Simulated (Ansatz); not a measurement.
## Phonons of GaP (F-43m) against volume

Wanted: Grüneisen parameters and pressure coefficients of the modes of GaP (F-43m).

Program: Ansatz 0.2.0. Level of theory: DFT PBE, scalar-relativistic, plane waves, PAW; PAW set soft_1. Results are calculated unless marked as measured.

## 1. Set-up

It takes space group F-43m (No. 216, cubic). The conventional cell has a = 5.451 Å, b = 5.451 Å, c = 5.451 Å, α = 90.00°, β = 90.00°, γ = 90.00°. P has 4 Ga at 2.36 Å nearest. Nearest to Ga lie 4 P at 2.36 Å. Farther neighbours are not listed.

Coordinates:

```cif
data_structure
_symmetry_space_group_name_H-M 'F-43m'
_symmetry_Int_Tables_number 216
_cell_length_a 5.4505
_cell_length_b 5.4505
_cell_length_c 5.4505
_cell_angle_alpha 90.000
_cell_angle_beta 90.000
_cell_angle_gamma 90.000
_cell_volume 161.92
loop_
_atom_site_label
_atom_site_type_symbol
_atom_site_symmetry_multiplicity
_atom_site_Wyckoff_symbol
_atom_site_fract_x
_atom_site_fract_y
_atom_site_fract_z
_atom_site_occupancy
P1 P 4 c 0.25000 0.25000 0.25000 1
Ga1 Ga 4 a 0.00000 0.00000 0.00000 1
```

## 2. Relaxation

The cell and atoms are relaxed, since residual forces and stress would shift the frequencies.

input.yaml

```yaml
crystal:
  lattice:
    - [0.0, 2.72525, 2.72525]
    - [2.72525, 0.0, 2.72525]
    - [2.72525, 2.72525, 0.0]
  atoms:
    - { symbol: P, position: [0.75, 0.75, 0.75] }
    - { symbol: Ga, position: [0.0, 0.0, 0.0] }
kpoints:
  mp_grid: { grid: [8, 8, 8] }
hamiltonian:
  xc: pbe
  pseudopotentials: { kind: paw, azcp: { folder: soft_1 } }
scf:
  occupations: { method: gaussian, width: 0.02 }
output:
  forces: true
  stress: true
  eigenvalues: true
relax:
  adjacent_minimum: "off"
  f_tol: 0.005
  max_steps: 80
  cell: { stress_tol: 0.05 }
```

The run is started by

```
$ ansatz run input.yaml --threads 4 --pin off --max-ram 10240MiB --backend cpu --events-out ev --progress --plain --runs-dir out
```

Numbers of over 12 decimals in the logs are rounded to 6 here.

Log:

```text
Engine: ansatz 0.2.0, x86_64-unknown-linux-gnu
Pseudopotentials: kind: paw
Pseudopotential: P, paw, valence charge 5, recommended cutoff 420 eV (normal), soft_1/P.paw.azcp
Pseudopotential: Ga, paw, valence charge 13, recommended cutoff 420 eV (normal), soft_1/Ga.paw.azcp
Functional definition: PBE
  parameter kappa = 0.804
  parameter beta = 0.066725
  exchange = pbe_x(kappa = kappa, mu = beta*pi^2/3)
  correlation = pbe_c(beta = beta)
Crystal: 2 atoms, lattice volume = 40.481 Å³
Basis set: ecut = 420 eV, 749 PW (Γ), exchange–correlation on 54×54×54 points (8 copies of the dense FFT grid, shifted against one another)
Bands: 13, of which v1, the nominal top of the filled ones, is band 9 counted from 1 (8 counted from 0)
Symmetry: 24 space group operations
Space group: F-43m (ITA 216), of the structure as read, at distance tolerance 3.4e-5 Å
k-points: 29 of 512 (time reversal used)
Non-local potential: P, projectors of the file, l = 0: 2, l = 1: 2, l = 2: 1
Non-local potential: Ga, projectors of the file, l = 0: 2, l = 1: 2, l = 2: 3, l = 3: 1
PAW form: soft (Blöchl's): semilocal exchange-correlation on the pseudo side does not see the compensation charge
PAW one-centre angular grid: P, 110 points (default); XC on 64 Gauss nodes
PAW one-centre angular grid: Ga, 590 points (default); XC on 64 Gauss nodes
Initial density: superposition of atomic densities (chi_scale 0.1, normalization cell, long waves kept (reshape's long-wave potential 0.00 eV rms))
Initial wavefunctions: pseudopotential atomic-orbital guess
Functional: x = pbe(κ = 0.804, μ = 0.219515), c = pbe(β = 0.066725)
SCF iter   1: F=—  HF=-4539.700813 eV  |F-HF|=—  |Δ(HF+E_count)|=         —  Δρ=4.64e-2  dr2=7.02e-1  ethr=3.10e-3  ⟨swp⟩=6.3  Hψ=2614  notcnv=0
preconditioner: auto → none  [insulator: Δε(μ)=1.933 eV  Ē_g=15.339 eV  σ=0.020 eV  W_gap=1.00  n_scr=14 (ndim 8)  ℏωp=24.8 eV  f_vac=0.000  D(μ)=0.00/eV (n_scr^D=0)  ε∞_Penn≈3.6]
SCF iter   2: F=—  HF=-4539.559818 eV  |F-HF|=—  |Δ(HF+E_count)|=   1.41e-1  Δρ=2.17e-2  dr2=1.03e-1  ethr=3.10e-3  ⟨swp⟩=2.2  Hψ=763  notcnv=0
SCF iter   3: F=—  HF=-4539.556477 eV  |F-HF|=—  |Δ(HF+E_count)|=   3.34e-3  Δρ=5.67e-3  dr2=1.24e-2  ethr=5.70e-4  ⟨swp⟩=3.0  Hψ=755  notcnv=0
SCF iter   4: F=—  HF=-4539.553280 eV  |F-HF|=—  |Δ(HF+E_count)|=   3.20e-3  Δρ=2.21e-3  dr2=8.03e-4  ethr=6.91e-5  ⟨swp⟩=2.7  Hψ=782  notcnv=0
SCF iter   5: F=—  HF=-4539.552872 eV  |F-HF|=—  |Δ(HF+E_count)|=   4.08e-4  Δρ=4.58e-4  dr2=3.42e-5  ethr=4.46e-6  ⟨swp⟩=2.0  Hψ=748  notcnv=0
SCF iter   6: F=—  HF=-4539.552887 eV  |F-HF|=—  |Δ(HF+E_count)|=   1.46e-5  Δρ=4.03e-5  dr2=2.95e-7  ethr=1.90e-7  ⟨swp⟩=2.7  Hψ=605  notcnv=0
SCF iter   7: F=-4539.552887 eV  HF=-4539.552887 eV  |F-HF|=1.67e-8  |Δ(HF+E_count)|=   8.56e-8  Δρ=5.34e-6  dr2=8.82e-9  ethr=5.56e-10  ⟨swp⟩=6.9  Hψ=2073  notcnv=0
SCF 1 converged in 7 iterations: F = -4539.552887 eV  dr2 = 8.82e-9
  greatest PAW one-centre occupation: 0.994 electrons in one spin orbital (limit 2), on the Ga atom at site 1 (counted from 0), in its partial waves of l = 2
relax step   1: F+E_penalty+E_count = -4539.55288699 eV  Δ(F+E_penalty+E_count) = +0.000e0 eV  max|allowed force component| = 1.584e-16 eV/Å  Δτ_max = 0.0000 Å  P = +2.528 GPa  Ω = 40.481 Å³  (7 SCF iters, dr2 threshold 1.00e-7 eV, accepted)
Crystal: 2 atoms, lattice volume = 41.340 Å³
Basis set: ecut = 420 eV, 869 PW (Γ), exchange–correlation on 54×54×54 points (8 copies of the dense FFT grid, shifted against one another)
Initial density: handed on by an earlier stage of this run
Initial wavefunctions: those handed on with the density
iter 1 solved again at ethr=3.11e-6 eV; its pass at ethr=3.10e-3 eV (dr2=5.59e-4 eV) is discarded
SCF iter   1: F=—  HF=-4539.561561 eV  |F-HF|=—  |Δ(HF+E_count)|=         —  Δρ=1.05e-3  dr2=6.25e-4  ethr=3.11e-6  ⟨swp⟩=2.0  Hψ=2832  notcnv=0
preconditioner: auto → none  [insulator: Δε(μ)=1.604 eV  Ē_g=15.413 eV  σ=0.020 eV  W_gap=1.00  n_scr=14 (ndim 8)  ℏωp=24.5 eV  f_vac=0.013  D(μ)=0.00/eV (n_scr^D=0)  ε∞_Penn≈3.5]
SCF iter   2: F=—  HF=-4539.561461 eV  |F-HF|=—  |Δ(HF+E_count)|=   1.01e-4  Δρ=4.11e-4  dr2=7.23e-5  ethr=3.11e-6  ⟨swp⟩=2.0  Hψ=476  notcnv=0
SCF iter   3: F=—  HF=-4539.561467 eV  |F-HF|=—  |Δ(HF+E_count)|=   6.33e-6  Δρ=1.28e-4  dr2=6.97e-6  ethr=4.02e-7  ⟨swp⟩=2.6  Hψ=568  notcnv=0
SCF iter   4: F=—  HF=-4539.561469 eV  |F-HF|=—  |Δ(HF+E_count)|=   2.41e-6  Δρ=4.34e-5  dr2=5.23e-7  ethr=3.87e-8  ⟨swp⟩=2.0  Hψ=638  notcnv=0
SCF iter   5: F=-4539.561469 eV  HF=-4539.561469 eV  |F-HF|=8.35e-8  |Δ(HF+E_count)|=   6.75e-8  Δρ=1.50e-5  dr2=6.29e-8  ethr=1.11e-9  ⟨swp⟩=7.2  Hψ=2120  notcnv=0
SCF 2 converged in 5 iterations: F = -4539.561469 eV  dr2 = 6.29e-8
relax step   2: F+E_penalty+E_count = -4539.56146938 eV  Δ(F+E_penalty+E_count) = -8.582e-3 eV  max|allowed force component| = 3.701e-17 eV/Å  Δτ_max = 0.0000 Å  P = +0.760 GPa  Ω = 41.340 Å³  energy of the carried Pulay correction = -1.458e-4 eV  (5 SCF iters, dr2 threshold 2.00e-7 eV, accepted)
Crystal: 2 atoms, lattice volume = 41.721 Å³
iter 1 solved again at ethr=5.87e-7 eV; its pass at ethr=3.10e-3 eV (dr2=1.06e-4 eV) is discarded
SCF iter   1: F=—  HF=-4539.562367 eV  |F-HF|=—  |Δ(HF+E_count)|=         —  Δρ=4.53e-4  dr2=1.17e-4  ethr=5.87e-7  ⟨swp⟩=2.7  Hψ=2758  notcnv=0
preconditioner: auto → none  [insulator: Δε(μ)=1.581 eV  Ē_g=15.376 eV  σ=0.020 eV  W_gap=1.00  n_scr=14 (ndim 8)  ℏωp=24.4 eV  f_vac=0.011  D(μ)=0.00/eV (n_scr^D=0)  ε∞_Penn≈3.5]
SCF iter   2: F=—  HF=-4539.562345 eV  |F-HF|=—  |Δ(HF+E_count)|=   2.20e-5  Δρ=1.80e-4  dr2=1.39e-5  ethr=5.87e-7  ⟨swp⟩=2.0  Hψ=476  notcnv=0
SCF iter   3: F=—  HF=-4539.562348 eV  |F-HF|=—  |Δ(HF+E_count)|=   3.20e-6  Δρ=5.51e-5  dr2=1.33e-6  ethr=7.73e-8  ⟨swp⟩=2.4  Hψ=532  notcnv=0
SCF iter   4: F=-4539.562348 eV  HF=-4539.562349 eV  |F-HF|=9.69e-8  |Δ(HF+E_count)|=   6.20e-7  Δρ=1.75e-5  dr2=8.69e-8  ethr=1.11e-9  ⟨swp⟩=7.8  Hψ=2173  notcnv=0
SCF 3 converged in 4 iterations: F = -4539.562348 eV  dr2 = 8.69e-8
relax step   3: F+E_penalty+E_count = -4539.56234841 eV  Δ(F+E_penalty+E_count) = -8.790e-4 eV  max|allowed force component| = 6.534e-17 eV/Å  Δτ_max = 0.0000 Å  P = +0.039 GPa  Ω = 41.721 Å³  energy of the carried Pulay correction = -2.094e-4 eV  (4 SCF iters, dr2 threshold 2.00e-7 eV, accepted)
Initial wavefunctions: pseudopotential atomic-orbital guess (no wavefunctions were taken with the density)
iter 1 solved again at ethr=1.24e-6 eV; its pass at ethr=3.10e-3 eV (dr2=2.24e-4 eV) is discarded
SCF iter   1: F=—  HF=-4539.561803 eV  |F-HF|=—  |Δ(HF+E_count)|=         —  Δρ=2.83e-4  dr2=7.97e-7  ethr=1.24e-6  ⟨swp⟩=2.8  Hψ=3583  notcnv=0
eigensolver tolerance schedule: the retry pair's looser diagonalisation over-reported the residual by 279.90 of it (diagonalisation noise at 0.13 of the residual, at the tolerance the schedule requests for it); recorded, not acted on — ethr = c·dr2/N_el stays at c = 1.0e-1
preconditioner: auto → none  [insulator: Δε(μ)=1.582 eV  Ē_g=15.378 eV  σ=0.020 eV  W_gap=1.00  n_scr=14 (ndim 8)  ℏωp=24.4 eV  f_vac=0.011  D(μ)=0.00/eV (n_scr^D=0)  ε∞_Penn≈3.5]
SCF iter   2: F=—  HF=-4539.562372 eV  |F-HF|=—  |Δ(HF+E_count)|=   5.69e-4  Δρ=1.46e-4  dr2=4.53e-7  ethr=4.43e-9  ⟨swp⟩=2.5  Hψ=657  notcnv=0
SCF iter   3: F=—  HF=-4539.562530 eV  |F-HF|=—  |Δ(HF+E_count)|=   1.58e-4  Δρ=5.25e-5  dr2=5.38e-8  ethr=2.52e-9  ⟨swp⟩=2.0  Hψ=618  notcnv=0
SCF iter   4: F=—  HF=-4539.562554 eV  |F-HF|=—  |Δ(HF+E_count)|=   2.42e-5  Δρ=3.28e-6  dr2=1.28e-9  ethr=2.99e-10  ⟨swp⟩=2.0  Hψ=638  notcnv=0
SCF iter   5: F=—  HF=-4539.562554 eV  |F-HF|=—  |Δ(HF+E_count)|=   6.84e-8  Δρ=4.47e-7  dr2=6.77e-11  ethr=7.11e-12  ⟨swp⟩=2.0  Hψ=631  notcnv=0
SCF iter   6: F=-4539.562554 eV  HF=-4539.562554 eV  |F-HF|=1.18e-10  |Δ(HF+E_count)|=  1.24e-10  Δρ=1.79e-7  dr2=9.40e-12  ethr=1.00e-12  ⟨swp⟩=7.2  Hψ=1856  notcnv=0
SCF 4 converged in 6 iterations: F = -4539.562554 eV  dr2 = 9.40e-12
relax step   4: F+E_penalty+E_count = -4539.56255431 eV  Δ(F+E_penalty+E_count) = -2.059e-4 eV  max|allowed force component| = 1.047e-16 eV/Å  Δτ_max = 0.0000 Å  P = +0.039 GPa  Ω = 41.721 Å³  stress off target by 3.93e-2 GPa  SCF on the basis re-selected at this cell (its energy is not comparable with the rows above)  (6 SCF iters)
basis re-selected at this cell: Δ(F+E_penalty+E_count) = -2.059e-4 eV, ΔP = +0.000 GPa vs the last step (what re-selecting the basis moved, of the pressure what is left beyond the Pulay correction that the steps carried, after the strain that the cell walked since its last selection, with what the two solves' SCF thresholds leave and, on support functions, any second-order correction that the steps lacked; it is no m [...]
SCF converged after 6 iterations
Free energy (F): -4539.562554 eV
Harris-Foulkes:  -4539.562554 eV  (|F-HF|=1.18e-10)
Internal energy: -4539.562554 eV  (E = F + TS)
E sigma→0 (E₀):  -4539.562554 eV
Fermi energy:    7.489109 eV
--- Per-component energies (eV) ---
  E_band       = -63.934524
  E_kinetic    = 179.906204
  E_local      = -1695.860189  (includes V_loc(G=0)·N_el)
  E_nonlocal   = -60.228231
  E_hartree    = 1022.272574
  E_xc         = -135.916168
  E_vxc        = -116.597840  (∫ρ·V_xc dr)
  E_paw        = -2550.224697  (= ΣΔE_a)
  E_vpaw       = -415.699399  (= ΣTr[D̂ρ^β])
  E_aug_tail   = -0.000248  (compensation charges beyond the density's cutoff)
  E_ewald      = -1299.511800
  E_smearing   = -0.000000  (= −TS)
  E_closure    = 0.000000  (closes the sum)
  Σ components = -4539.562554   (vs F -4539.562554, Δ=0.00e0)
--- Forces (eV/Å), atoms counted from 1 ---
  atom   1  P      0.00000000    -0.00000000    -0.00000000
  atom   2  Ga     0.00000000     0.00000000     0.00000000
  max |Σ_I F_I| component: 2.53e-16 eV/Å
--- Stress (GPa, compression-positive) ---
        0.039299      -0.000000      -0.000000
       -0.000000       0.039299       0.000000
       -0.000000       0.000000       0.039299
  P = ⅓ Tr σ = 0.0393 GPa (0.393 kbar)
--- Band table (eV; the first three rows and the last of 29) ---
  k-point 0: bands = [... 5 lower, -5.5706, 6.6981, 6.6981, 6.6981, 8.2799, 10.5906, 10.5906, 10.5906]
  k-point 1: bands = [... 5 lower, -5.3760, 5.0737, 6.4793, 6.4793, 8.9831, 10.9267, 10.9267, 11.1017]
  k-point 2: bands = [... 5 lower, -4.8252, 2.8889, 6.0637, 6.0637, 8.7509, 11.4228, 11.4228, 12.8929]
  k-point 28: bands = [... 5 lower, -2.6606, 0.2806, 3.2642, 3.4218, 11.3924, 11.4301, 12.7121, 12.8497]
--- Relaxed structure (3 steps of the walk, 3 accepted, 1 SCFs on fresh bases) ---
  F+E_penalty+E_count = -4539.56255431 eV   max|allowed force component| = 1.047e-16 eV/Å   (the final SCF, on the basis selected at the relaxed cell)
  cell:  # Å, volume = 41.7206 Å³
    - [0, 2.752792, 2.752792]
    - [2.752792, 0, 2.752792]
    - [2.752792, 2.752792, 0]
  atoms:
    - { symbol: P, position: [0.750000, 0.750000, 0.750000] }
    - { symbol: Ga, position: [0, 0, 0] }
```

Wall time 4.2 s (4 threads of Intel Xeon at 2.70GHz, shared host); peak memory 0.37 GiB; 13 s of CPU time.

The steps of the relaxation:

```tsv
step	energy less that of the first step (eV)	largest force component (eV/Å)	pressure (GPa)	volume (Å³)
1	0.0000	0.0000	2.53	40.48
2	-0.0086	0.0000	0.76	41.34
3	-0.0095	0.0000	0.04	41.72
4*	-0.0097	0.0000	0.04	41.72
```

Relaxation steps marked * repeat the geometry before them on a plane-wave basis chosen anew for their cell, so energy and pressure can jump there.

Forces are held to the 24 operations that the run works with; a distortion that breaks them can't arise in this run.

```tsv
conventional cell, symmetrised	before	after	change
a (Å)	5.451	5.506	+1.0 %
b (Å)	5.451	5.506	+1.0 %
c (Å)	5.451	5.506	+1.0 %
volume (Å³/atom)	20.24	20.86	+3.1 %
```

Final coordinates:

```xyz
2
Lattice="0.0000 2.7528 2.7528 2.7528 0.0000 2.7528 2.7528 2.7528 0.0000" Properties=species:S:1:pos:R:3 pbc="T T T"
P     4.1292    4.1292    4.1292
Ga    0.0000    0.0000    0.0000
```

Numbers from this step:

```yaml
pressure: 0.03930 GPa
gap_on_the_k_mesh: 1.582 eV
volume_per_atom: 20.86 Å³
```

In this step the volume went from 20.24 to 20.86 Å³/atom.

## 3. Tight relaxation

A first tight relaxation and response on 8×8×8 k points, not shown, drew a warning on the mesh, so the tight relaxation is repeated on 12×12×12 points.

input.yaml, the sections that differ from step 2:

```yaml
crystal:
  lattice:
    - [0.0, 2.7532599328, 2.7532599328]
    - [2.7532599328, 0.0, 2.7532599328]
    - [2.7532599328, 2.7532599328, 0.0]
  atoms:
    - { symbol: P, position: [0.75, 0.75, 0.75] }
    - { symbol: Ga, position: [0.0, 0.0, 0.0] }
kpoints:
  mp_grid: { grid: [12, 12, 12] }
scf:
  occupations: { method: fixed }
relax:
  adjacent_minimum: "off"
  f_tol: 0.001
  max_steps: 60
  cell: { stress_tol: 0.01 }
# hamiltonian, output: as in step 2
```

Log:

```text
[...]
Crystal: 2 atoms, lattice volume = 41.742 Å³
Basis set: ecut = 420 eV, 869 PW (Γ), exchange–correlation on 54×54×54 points (8 copies of the dense FFT grid, shifted against one another)
Bands: 13, of which v1, the nominal top of the filled ones, is band 9 counted from 1 (8 counted from 0)
Symmetry: 24 space group operations
[...]
k-points: 72 of 1728 (time reversal used)
[...]
k-point 71: bands = [... 5 lower, -2.6672, 0.2760, 3.2593, 3.4170, 11.3851, 11.4205, 12.7038, 12.8426]
--- Relaxed structure (1 steps of the walk, 1 accepted, 1 SCFs on fresh bases) ---
[...]
cell:  # Å, volume = 41.7418 Å³
    - [0.0, 2.7532599328, 2.7532599328]
    - [2.7532599328, 0.0, 2.7532599328]
    - [2.7532599328, 2.7532599328, 0.0]
  atoms:
    - { symbol: P, position: [0.750000, 0.750000, 0.750000] }
    - { symbol: Ga, position: [0.0, 0.0, 0.0] }
[key lines of the parts left out:]
SCF converged after 7 iterations
Free energy (F): -4539.564940 eV
Fermi energy:    6.690326 eV
P = ⅓ Tr σ = 0.0065 GPa (0.065 kbar)
```

It took 2.9 s on 4 threads; peak memory 0.4 GiB.

Little changed from the start: no atom moved by 0.005 Å and no cell edge by 0.1 %.

Numbers from this step:

| Quantity | Value |
| --- | --- |
| pressure | 0.006546 GPa |
| gap on the k-mesh | 1.578 eV |
| volume per atom | 20.87 Å³ |

The forces vanish by symmetry and the pressure is 0.007 GPa, within the tolerances set. The cell now holds 20.87 Å³/atom.

[end of part 1 of 3]

[Logs are printed without paths, hosts, clocks, repeated set-up lines and the standing remarks that a program may print on its own settings, such as how far it seeks lower states.]

[Hosts, paths, dates, database ids (printed as entryN), source tags and the programs' standing remarks are cut or masked in the printed files.]
